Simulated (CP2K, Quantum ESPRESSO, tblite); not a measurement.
# (13,0) blue phosphorene nanotube (52 atoms) in CP2K

Wanted: CP2K inputs and outputs for (13,0) blue phosphorene nanotube (52 atoms), checked against a plane-wave reference.

Program: CP2K 2026.2. Level of theory: the method is named at each step. Results are calculated unless marked as measured.

## 1. Set-up

The cell holds 52 atoms: 52 P. Cell: a = 23.813 Å, b = 23.705 Å, c = 5.681 Å, α = 90.0°, β = 90.0°, γ = 90.0°. It derives from P (blue phosphorene). Blue phosphorene sheet (a = 3.28 Å) rolled into a (13,0) tube of diameter 13.57 Å, 1 period, 9 Å of vacuum; not relaxed, displaced by a Gaussian of 0.02 Å. Then every atom was moved at random, 0.02 Å r.m.s. a Cartesian component. Vacuum lies along a and b. The structure's axis is c.

The yardstick, on the same geometry:

- method: Kohn-Sham DFT, PBE, SSSP efficiency 1.3.0 pseudopotentials, plane waves (Quantum ESPRESSO 7.5); sssp-pbe-1.3.0-efficiency, cutoffs 45/360 Ry, Γ point
- r.m.s. force component: 0.611 eV/Å
- longest force: 2.244 eV/Å
- gap (highest filled to lowest empty level): 1.706 eV
- time: 8.4 min on 2 MPI ranks of Arm Neoverse V2, shared host
- CPU time: 17 min

## 2. PBE, DZVP-MOLOPT-SR, 350/50 Ry, diagonalisation

Method: Kohn-Sham DFT, PBE, GTH-PBE pseudopotentials, Gaussian and plane waves, DZVP-MOLOPT-SR-GTH, diagonalisation.

The input, input.inp:

```
&GLOBAL
  PROJECT cell
  RUN_TYPE ENERGY_FORCE
  PRINT_LEVEL LOW
&END GLOBAL
&FORCE_EVAL
  METHOD QS
  &DFT
    BASIS_SET_FILE_NAME BASIS_MOLOPT
    POTENTIAL_FILE_NAME GTH_POTENTIALS
    &MGRID
      CUTOFF 350
      REL_CUTOFF 50
    &END MGRID
    &QS
      EPS_DEFAULT 1.0E-12
    &END QS
    &SCF
      SCF_GUESS ATOMIC
      EPS_SCF 5.0E-06
      MAX_SCF 200
      ADDED_MOS 26
      &DIAGONALIZATION
        ALGORITHM STANDARD
      &END DIAGONALIZATION
      &SMEAR ON
        METHOD FERMI_DIRAC
        ELECTRONIC_TEMPERATURE [K] 580
      &END SMEAR
      &MIXING
        METHOD BROYDEN_MIXING
        ALPHA 0.2
        NBROYDEN 12
        BETA 0.05
      &END MIXING
      &PRINT
        &RESTART OFF
        &END RESTART
      &END PRINT
    &END SCF
    &XC
      &XC_FUNCTIONAL PBE
      &END XC_FUNCTIONAL
    &END XC
    &PRINT
      &MULLIKEN ON
      &END MULLIKEN
      &HIRSHFELD ON
        SHAPE_FUNCTION DENSITY
      &END HIRSHFELD
      &MO ON
        EIGENVALUES T
        OCCUPATION_NUMBERS T
        MO_INDEX_RANGE 119 142
        &EACH
          QS_SCF 0
        &END EACH
        ADD_LAST NUMERIC
      &END MO
    &END PRINT
  &END DFT
  &SUBSYS
    &CELL
      A 23.81273 0.00000 0.00000
      B 0.00000 23.70473 0.00000
      C 0.00000 0.00000 5.68113
    &END CELL
    &TOPOLOGY
      COORD_FILE_NAME structure.xyz
      COORD_FILE_FORMAT XYZ
    &END TOPOLOGY
    &KIND P
      BASIS_SET DZVP-MOLOPT-SR-GTH-q5
      POTENTIAL GTH-PBE-q5
    &END KIND
  &END SUBSYS
  &PRINT
    &FORCES ON
    &END FORCES
  &END PRINT
&END FORCE_EVAL
```

The input, structure.xyz:

```xyz
52

P 19.24140 11.84336 1.86699
P 17.89741 13.35027 0.97545
P 18.49320 15.25542 1.90625
P 16.53461 15.95897 0.96483
P 19.08971 13.59371 4.72261
P 17.36472 14.69693 3.78715
P 16.14074 17.93002 1.86875
P 14.07070 17.63822 0.93903
P 17.45068 16.78342 4.74897
P 15.39326 16.95220 3.82283
P 12.85268 19.20012 1.90005
P 11.13579 17.96344 0.98687
P 14.53529 18.73053 4.70523
P 12.70362 17.97814 3.80068
P 9.23434 18.77557 1.87148
P 8.43923 16.95433 0.96647
P 11.02196 19.18732 4.73488
P 9.73822 17.64153 3.78937
P 6.36967 16.67912 1.89204
P 6.50040 14.72182 0.93261
P 7.73557 17.95870 4.73738
P 7.26050 15.91370 3.75699
P 4.70254 13.65013 1.87046
P 5.75244 11.80472 0.93000
P 5.30476 15.30567 4.76687
P 5.87293 13.32633 3.78630
P 4.74350 10.09490 1.91909
P 6.43229 9.03529 0.92767
P 4.52704 11.85023 4.80777
P 5.90651 10.35304 3.77755
P 6.36610 6.93197 1.90011
P 8.38494 6.76533 0.96255
P 5.36001 8.42988 4.74391
P 7.25502 7.77823 3.82113
P 9.28292 4.92371 1.89437
P 11.14888 5.77329 0.94926
P 7.67079 5.75338 4.73920
P 9.70845 6.14213 3.77096
P 12.80768 4.51196 1.85006
P 14.09952 6.04471 0.93341
P 11.02101 4.47640 4.69318
P 12.60408 5.72019 3.73767
P 16.12169 5.73062 1.89380
P 16.55080 7.73272 0.91449
P 14.49457 4.94789 4.71835
P 15.41493 6.74660 3.77227
P 18.50844 8.37749 1.87000
P 17.90479 10.30302 0.97079
P 17.42354 6.94952 4.71227
P 17.38901 8.96276 3.76062
P 19.10186 10.02995 4.70659
P 18.09386 11.83150 3.80670
```

Launch:

```console
> OMP_NUM_THREADS=1 cp2k.psmp -i input.inp > output.txt
```

Numbers of over 12 decimals in the logs are rounded to 6 here.

Output:

```text
CP2K| version string:                                       CP2K version 2026.2
 CP2K| Input file name                                                 input.inp
 GLOBAL| Basis set file name                                        BASIS_MOLOPT
 GLOBAL| Potential file name                                      GTH_POTENTIALS
 GLOBAL| Run type                                                   ENERGY_FORCE
 GLOBAL| Total number of message passing processes                             1
 GLOBAL| Number of threads for this process                                    1
 TOTAL NUMBERS AND MAXIMUM NUMBERS
  Total number of            - Atomic kinds:                                   1
                             - Atoms:                                         52
                             - Shell sets:                                    52
                             - Shells:                                       260
                             - Primitive Cartesian functions:                208
                             - Cartesian basis functions:                    728
                             - Spherical basis functions:                    676
  Maximum angular momentum of- Orbital basis functions:                        2
                             - Local part of the GTH pseudopotential:          0
                             - Non-local part of the GTH pseudopotential:      2
 SCF PARAMETERS         Density guess:                                    ATOMIC
                        max_scf:                                             200
                        eps_scf:                                        5.00E-06
                        added MOs                                        26    0
                        Mixing method:                            BROYDEN_MIXING
                                                charge density mixing in g-space
                        Smear method:                                FERMI_DIRAC
                        Electronic temperature [K]:                        580.0
                        Electronic temperature [a.u.]:                  1.84E-03
                        Accuracy threshold:                             1.00E-10
 Extrapolation method: initial_guess
 Number of electrons:                                                        260
 Number of occupied orbitals:                                                130
 Number of molecular orbitals:                                               156
 Number of orbital functions:                                                676
 Number of independent orbital functions:                                    676
 SCF WAVEFUNCTION OPTIMIZATION
  Step     Update method      Time    Convergence         Total energy    Change
     1 NoMix/Diag. 0.20E+00    4.4     0.55647275      -345.6907436194 -3.46E+02
     2 Broy./Diag. 0.20E+00    5.3     0.02687896      -341.1999133471  4.49E+00
     3 Broy./Diag. 0.20E+00    5.2     0.03720437      -342.2172692768 -1.02E+00
     4 Broy./Diag. 0.20E+00    5.4     0.02141345      -342.7355626212 -5.18E-01
[...]
12 Broy./Diag. 0.20E+00    5.7     0.00001188      -342.4958466533 -1.09E-03
    13 Broy./Diag. 0.20E+00    5.7     0.00000307      -342.4961198662 -2.73E-04
  *** SCF run converged in    13 steps ***
  Electronic density on regular grids:       -259.9999999999        0.0000000001
  Core density on regular grids:              259.9999999996       -0.0000000004
  Total charge density on r-space grids:       -0.0000000003
  Total charge density g-space grids:          -0.0000000003
  Overlap energy of the core charge distribution:               1.68891e-09
  Self energy of the core charge distribution:               -852.844719
  Core Hamiltonian energy:                                    184.812962
  Hartree energy:                                             412.663698
  Exchange-correlation energy:                                -87.128061
  Electronic entropic energy:                                  -7.39845e-09
  Fermi energy:                                                -0.056666
  Total energy:                                              -342.496120
  Total energy (extrapolated to T->0):                       -342.496120
 MO| EIGENVALUES AND OCCUPATION NUMBERS
 MO|
 MO|  Index      Eigenvalue [a.u.]        Eigenvalue [eV]             Occupation
 MO|    119              -0.111301              -3.028667               2.000000
 MO|    120              -0.110343              -3.002594               2.000000
 MO|    121              -0.107095              -2.914204               2.000000
[...]
MO|    141               0.004096               0.111468               0.000000
 MO|    142               0.010311               0.280565               0.000000
 MO| Sum:                                                             260.000000
 MO| E(Fermi):           -0.056666 a.u.         -1.541953 eV
 !-----------------------------------------------------------------------------!
                     Mulliken Population Analysis
 #  Atom  Element  Kind  Atomic population                           Net charge
       1     P        1          4.976077                              0.023923
       2     P        1          5.033901                             -0.033901
       3     P        1          4.965558                              0.034442
[...]
51     P        1          4.965795                              0.034205
      52     P        1          5.035598                             -0.035598
 # Total charge                            260.000000                  0.000000
 !-----------------------------------------------------------------------------!
 !-----------------------------------------------------------------------------!
                           Hirshfeld Charges
  #Atom  Element  Kind  Ref Charge     Population                    Net charge
      1       P      1       5.000          5.015                        -0.015
      2       P      1       5.000          5.000                        -0.000
      3       P      1       5.000          5.004                        -0.004
[...]
51       P      1       5.000          5.002                        -0.002
     52       P      1       5.000          5.000                        -0.000
  Total Charge                                                           -0.000
 !-----------------------------------------------------------------------------!
 ENERGY| Total FORCE_EVAL ( QS ) energy [hartree]           -342.496113
 FORCES| Atomic forces [hartree/bohr]
 FORCES|   Atom     x               y               z               |f|
 FORCES|      1  2.59365961E-02 -3.02906530E-03  1.92948247E-02   3.24680230E-02
 FORCES|      2 -1.28460370E-02 -7.53223710E-03 -2.41529060E-02   2.83746036E-02
 FORCES|      3  7.09127953E-03  1.56294271E-02  1.41674924E-02   2.22549562E-02
[...]
FORCES|     51  1.39591958E-02  1.14054960E-03  1.86402660E-02   2.33156496E-02
 FORCES|     52 -1.24131855E-02 -4.66642319E-03 -1.33644067E-02   1.88273749E-02
 FORCES| Sum    -2.42206625E-07  3.06690257E-07  5.73709026E-07
 FORCES| Total atomic force                                       6.94164973E-07
```

Elapsed: 80 s, on 1 thread of Arm Neoverse V2, shared host; peak memory 3.6 GiB.

Banners, paths, timers and routine set-up lines are dropped from the logs unmarked, and long logs keep their key lines alone; longer cuts are marked.

Against the reference:

```yaml
r_m_s_force_component: 0.6438 eV/Å
r_m_s_difference_of_force_components: 70.82 meV/Å
longest_difference_of_force_vectors: 145.5 meV/Å
force_difference_over_r_m_s_force: 11.59 %
slope_of_forces_against_the_reference_s: 1.048
correlation_of_force_components: 0.995
spacing_of_highest_filled_and_lowest_empty_level: 1.687 eV
gap_difference: -0.0184 eV
```

Levels nearest the highest filled one (eV from it): -0.64, -0.61, -0.52, -0.48, -0.40, -0.37, -0.32, -0.24, -0.15, -0.10, -0.09, 0.00, 1.69, 1.90, 1.97, 2.03, 2.05, 2.19, 2.22, 2.27, 2.31, 2.46, 2.50, 2.67.

Local excerpt of 10 atoms (numbers count through the whole input) about P23, picked at random; x, y, z are measured from there.

```
atom      x      y      z  distance (Å)  bonds  Hirshfeld charge (e)     Fx     Fy  Fz (eV/Å)
 P23   0.00   0.00   0.00          0.00      3                  0.00  -0.02  -0.24       0.37
 P26   1.17  -0.32   1.92          2.27      3                  0.00   0.17   0.27      -0.43
 P20   1.80   1.07  -0.94          2.29      3                  0.01  -0.33  -0.88      -0.71
 P24   1.05  -1.85  -0.94          2.32      3                  0.00   0.56   0.94       0.26
 P29  -0.18  -1.80  -2.74          3.29      3                 -0.01  -1.03  -0.26      -0.34
 P25   0.60   1.66  -2.78          3.30      3                  0.00  -0.03   0.01       0.33
 P25   0.60   1.66   2.90          3.39      3                  0.00  -0.03   0.01       0.33
 P29  -0.18  -1.80   2.94          3.45      3                 -0.01  -1.03  -0.26      -0.34
 P19   1.67   3.03   0.02          3.46      3                 -0.02  -0.36   1.41       0.40
 P27   0.04  -3.56   0.05          3.56      3                 -0.01  -1.34  -0.37       0.29
```

Forces lie 12 % from the reference's, at 0.079 times its CPU time (on 1 against 2 cores).

## 3. PBE, DZVP-MOLOPT-SR, 244/50 Ry, diagonalisation

Method: Kohn-Sham DFT, PBE, GTH-PBE pseudopotentials, Gaussian and plane waves, DZVP-MOLOPT-SR-GTH, diagonalisation.

input.inp, as its differences from that of step 2:

```diff
@@ -11,3 +11,3 @@
     &MGRID
-      CUTOFF 350
+      CUTOFF 244
       REL_CUTOFF 50
@@ -67,6 +67,29 @@
     &END CELL
-    &TOPOLOGY
-      COORD_FILE_NAME structure.xyz
-      COORD_FILE_FORMAT XYZ
-    &END TOPOLOGY
+    &COORD
+      P 19.24140 11.84336 1.86699
+      P 17.89741 13.35027 0.97545
+      P 18.49320 15.25542 1.90625
+      P 16.53461 15.95897 0.96483
+      P 19.08971 13.59371 4.72261
+      P 17.36472 14.69693 3.78715
+      P 16.14074 17.93002 1.86875
+      P 14.07070 17.63822 0.93903
+      P 17.45068 16.78342 4.74897
+      P 15.39326 16.95220 3.82283
+      P 12.85268 19.20012 1.90005
+      P 11.13579 17.96344 0.98687
+      P 14.53529 18.73053 4.70523
+      P 12.70362 17.97814 3.80068
+      P 9.23434 18.77557 1.87148
+      P 8.43923 16.95433 0.96647
+      P 11.02196 19.18732 4.73488
+      P 9.73822 17.64153 3.78937
+      P 6.36967 16.67912 1.89204
+      P 6.50040 14.72182 0.93261
+[... 28 atom lines left out ...]
+      P 17.42354 6.94952 4.71227
+      P 17.38901 8.96276 3.76062
+      P 19.10186 10.02995 4.70659
+      P 18.09386 11.83150 3.80670
+    &END COORD
     &KIND P
```

Output:

```text
CP2K| version string:                                       CP2K version 2026.2
 CP2K| Input file name                                                 input.inp
 GLOBAL| Basis set file name                                        BASIS_MOLOPT
 GLOBAL| Potential file name                                      GTH_POTENTIALS
 GLOBAL| Run type                                                   ENERGY_FORCE
 GLOBAL| Total number of message passing processes                             1
 GLOBAL| Number of threads for this process                                    1
 TOTAL NUMBERS AND MAXIMUM NUMBERS
  Total number of            - Atomic kinds:                                   1
                             - Atoms:                                         52
[... lines left out ...]
                        Smear method:                                FERMI_DIRAC
[... lines left out ...]
 Number of electrons:                                                        260
[... lines left out ...]
  Step     Update method      Time    Convergence         Total energy    Change
[... lines left out ...]
  *** SCF run converged in    13 steps ***
[... lines left out ...]
  Fermi energy:                                                -0.056666
  Total energy:                                              -342.496121
  Total energy (extrapolated to T->0):                       -342.496121
[... lines left out ...]
 MO| E(Fermi):           -0.056666 a.u.         -1.541953 eV
[... lines left out ...]
       2     P        1          5.033901                             -0.033901
       3     P        1          4.965557                              0.034443
[...]
51     P        1          4.965796                              0.034204
      52     P        1          5.035597                             -0.035597
 # Total charge                            260.000000                  0.000000
 !-----------------------------------------------------------------------------!
 !-----------------------------------------------------------------------------!
                           Hirshfeld Charges
  #Atom  Element  Kind  Ref Charge     Population                    Net charge
      1       P      1       5.000          5.015                        -0.015
      2       P      1       5.000          5.000                        -0.000
      3       P      1       5.000          5.004                        -0.004
[...]
51       P      1       5.000          5.002                        -0.002
     52       P      1       5.000          5.000                        -0.000
  Total Charge                                                           -0.000
 !-----------------------------------------------------------------------------!
 ENERGY| Total FORCE_EVAL ( QS ) energy [hartree]           -342.496113
 FORCES| Atomic forces [hartree/bohr]
 FORCES|   Atom     x               y               z               |f|
 FORCES|      1  2.59379348E-02 -3.02985131E-03  1.92963723E-02   3.24700854E-02
 FORCES|      2 -1.28471409E-02 -7.53083639E-03 -2.41544834E-02   2.83760743E-02
 FORCES|      3  7.09259200E-03  1.56309792E-02  1.41667823E-02   2.22560125E-02
[...]
FORCES|     51  1.39585329E-02  1.13893652E-03  1.86417854E-02   2.33163887E-02
 FORCES|     52 -1.24135476E-02 -4.66788797E-03 -1.33660987E-02   1.88291778E-02
 FORCES| Sum    -1.29178046E-05 -2.16434864E-06  9.37568574E-06
 FORCES| Total atomic force                                       1.61076865E-05
```

The job ended after 55 s (1 thread; peak memory 2.2 GiB).

Against the reference:

```
r.m.s. force component                           : 0.6438 eV/Å
r.m.s. difference of force components            : 70.82 meV/Å
longest difference of force vectors              : 145.4 meV/Å
force difference over r.m.s. force               : 11.59 %
slope of forces against the reference's          : 1.048
correlation of force components                  : 0.995
gap (highest filled to lowest empty level) : 1.687 eV
gap difference                                   : -0.0184 eV
energy less the same-level run's                 : -0.0004 meV/atom
r.m.s. force difference from the same-level run  : 0.056 meV/Å
```

Against the first run (12 %), the force difference from the reference is 12 %, at 0.68 times the CPU time: the change moves forces by 0.056 meV/Å r.m.s., so most of the difference comes from elsewhere.

(Continued in part 2 of 4.)

[Also dropped from logs without a mark: logging warnings of Python, and SIESTA's first energy breakdown and zero terms.]

[Logs are printed without paths, hosts, clocks, repeated set-up lines and the standing remarks that a program may print on its own settings, such as how far it seeks lower states.]

[Hosts, paths, dates, database ids (printed as entryN), source tags and the programs' standing remarks are cut or masked in the printed files.]
